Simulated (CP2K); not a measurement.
Consider fluorocarbonylacetaldehyde at its PBE geometry (Å).

```xyz
9

O    -1.4554    1.0051   -0.9316
C    -1.2747    0.2753    0.0212
C     0.0584   -0.3546    0.4149
C     1.2145   -0.0327   -0.4899
O     1.9209   -0.7734   -1.1091
F     1.4257    1.3269   -0.5252
H    -2.1124   -0.0024    0.7063
H     0.2911    0.0008    1.4333
H    -0.0681   -1.4449    0.4801
```

Method: CP2K XAS_TDP, all-electron GAPW, PBEh(45%), aug-cc-pVDZ, TDA, GW2X-corrected core level, no relativity.

Question: Where do the F K-edge lines lie, and how strong are they?

Leading lines: F6 688.24 eV. The leading line of an atom is its first one with 35 % of the strongest within 2.5 eV of its lowest line over the strength cut. Core ionisation energies at this level: F6 692.74 eV.

The first six lines of each atom with a strength over 0.0015:

| atom | energy (eV) | states | strength, one atom | above the computed threshold |
| --- | --- | --- | --- | --- |
| F6 (bonded to C) | 688.24 | 1 | 0.0111 |  |
|  | 689.90 | 1 | 0.0054 |  |
|  | 690.25 | 1 | 0.0190 |  |
|  | 691.16 | 1 | 0.0122 |  |
|  | 692.15 | 1 | 0.0023 |  |
|  | 692.69 | 1 | 0.0027 |  |

Lines are vertical, at one geometry, with no vibrational structure. GW2X ionisation energies and lines can be off by 1 to 2 eV either way, and a good line position may hide errors that cancel. These values hold no scalar relativity, about 0.7 eV for F 1s. Rydberg lines, and the discretised continuum above threshold, depend on the basis and the box.

[Banner, clock and machine lines of the logs are left out without a mark of their own.]

[Logs are printed without paths, hosts, clocks, repeated set-up lines and the standing remarks that a program may print on its own settings, such as how far it seeks lower states.]

[Hosts, paths, dates, database ids (printed as entryN), source tags and the programs' standing remarks are cut or masked in the printed files.]
